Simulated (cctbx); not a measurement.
# Eu2Sb: solution and refinement

Cell a = 4.4610 Å, b = 6.7720 Å, c = 13.9940 Å, α = 90.00°, β = 90.00°, γ = 90.00°; space group Immm (no. 71); content Eu8 Sb4.

Simulated single-crystal data (cctbx): synchrotron X-rays, λ = 0.4959 Å, to d = 0.65 Å, 95 % of the full sphere, strongest reflection 70000 counts, noise from counting, a 3 % proportional error and a noise floor of 8 counts (s.d.); no absorption, and some extinction, which the refinements don't model.

Charge flipping in P1 on plain amplitudes to 0.65 Å, δ = 0.9 σ, 30 % of the reflections treated as weak, 100 cycles:

```text
cycle      R  skewness
    0  0.574     0.83
    8  0.420     2.49
   16  0.430     3.58
   24  0.283     8.35
   32  0.203     8.42
   40  0.194     8.25
   48  0.176     8.25
   56  0.160     8.38
   64  0.153     8.40
   72  0.140     8.35
   80  0.139     8.36
   88  0.137     8.34
   96  0.141     8.30
origin shift          correlation  skewness
 0.187  0.324  0.117      0.858      4.58
 0.187  0.074  0.117      0.857      4.57
 0.168  0.156  0.130      0.823      1.98
 0.154  0.414  0.114      0.827      1.50
taken: symmetry correlation 0.858, skewness 4.58
peak      x       y       z  mult  height/sigma
Q1    0.0000  0.2430  0.5000    4     15.2
Q2    0.0000  0.5000  0.1691    4     13.4
Q3    0.0000  0.0000  0.1629    4     11.0
Q4    0.0000  0.4295  0.3730    8      2.4
Q5    0.1932  0.0673  0.4317   16      2.3
Q6    0.0000  0.5000  0.0000    2      2.2
Q7    0.0000  0.0796  0.3495    8      2.2
Q8    0.0000  0.3937  0.4405    8      2.1
```

The origin is taken among those within 0.04 of the best correlation, by the skewness of the map.

It took 0.49 s on 1 thread of Arm Neoverse V1, on a shared host, peak memory 0.08 GiB.

**Question.** Which peaks are atoms, and which elements?

Heights go roughly as Z and multiplicities must add up to the content. First model: Q1 = Eu1 (4 in the cell, height 15.2), Q2 = Eu2 (4 in the cell, height 13.4) and Q3 = Sb1 (4 in the cell, height 11.0). Against the true structure, Q1 is Eu, Q2 is Eu and Q3 is Sb; the other peaks are not atoms.

Least squares on F², isotropic:

```text
Rint 0.026, 494 unique reflections to 0.65 A
cycle     R1     wR2    GooF  max shift (A)
   1  0.4111  0.7426  34.589   0.22022
   3  0.0080  0.0189   0.881   0.00000
final R1 0.0080 wR2 0.0189 GooF 0.881  parameters 6  data/parameter 82.3
atom        x        y        z      Ueq    occ   su(xyz)  su(Uiso or U11)
Eu1    0.00000  0.24641  0.50000   0.0223  1.000  0.00002  0.0000
Eu2    0.00000  0.50000  0.17371   0.0188  1.000  0.00001  0.0000
Sb1    0.00000  0.00000  0.14718   0.0188  1.000  0.00001  0.0000
difference map: max 0.58 min -0.66 rms 0.14
Q1    0.0000  0.5000  0.0412    4    0.58  1.85 A from Eu2
Q2    0.0000  0.2470  0.2391    8    0.51  1.94 A from Eu2
Q3    0.0953  0.5000  0.0752    8    0.49  1.44 A from Eu2
Q4    0.0000  0.1551  0.0000    4    0.46  2.31 A from Sb1
Q5    0.2393  0.0503  0.3659   16    0.45  1.33 A from Eu2
```

Anisotropic refinement:

```text
Rint 0.026, 494 unique reflections to 0.65 A
cycle     R1     wR2    GooF  max shift (A)
   1  0.0080  0.0189   0.888   0.00006
   2  0.0079  0.0188   0.882   0.00000
final R1 0.0079 wR2 0.0188 GooF 0.882  parameters 12  data/parameter 41.2
atom        x        y        z      Ueq    occ   su(xyz)  su(Uiso or U11)
Eu1    0.00000  0.24641  0.50000   0.0223  1.000  0.00002  0.0001
Eu2    0.00000  0.50000  0.17371   0.0188  1.000  0.00001  0.0001
Sb1    0.00000  0.00000  0.14718   0.0188  1.000  0.00001  0.0001
difference map: max 0.58 min -0.65 rms 0.14
Q1    0.0000  0.5000  0.0424    4    0.58  1.84 A from Eu2
Q2    0.0000  0.2472  0.2382    8    0.53  1.94 A from Eu2
Q3    0.0928  0.5000  0.0744    8    0.48  1.45 A from Eu2
Q4    0.1084  0.3370  0.0000    8    0.46  1.84 A from Eu1
Q5    0.2446  0.0512  0.3677   16    0.45  1.32 A from Eu2
Q6    0.1027  0.2098  0.0000    8    0.45  1.80 A from Eu1
```

**Reading.** The refinement ends at R1 = 0.0079, wR2 = 0.0188, GooF = 0.88, with difference density between -0.65 and 0.58 e/Å³. Every site matches the true model in element, within 0.001 Å r.m.s., up to an allowed shift of origin.

True model:

```
atom  mult.    x       y       z  Ueq (Å²)
 Eu1      4    0  0.7536       0    0.0224
 Eu2      4  1/2       0  0.8263    0.0189
 Sb1      4  1/2     1/2  0.8528    0.0189
```

This is a model crystal, built by substitution and not relaxed, with assumed displacement parameters.

[Middle refinement cycles are left out of these outputs.]

[Logs are printed without paths, hosts, clocks, repeated set-up lines and the standing remarks that a program may print on its own settings, such as how far it seeks lower states.]
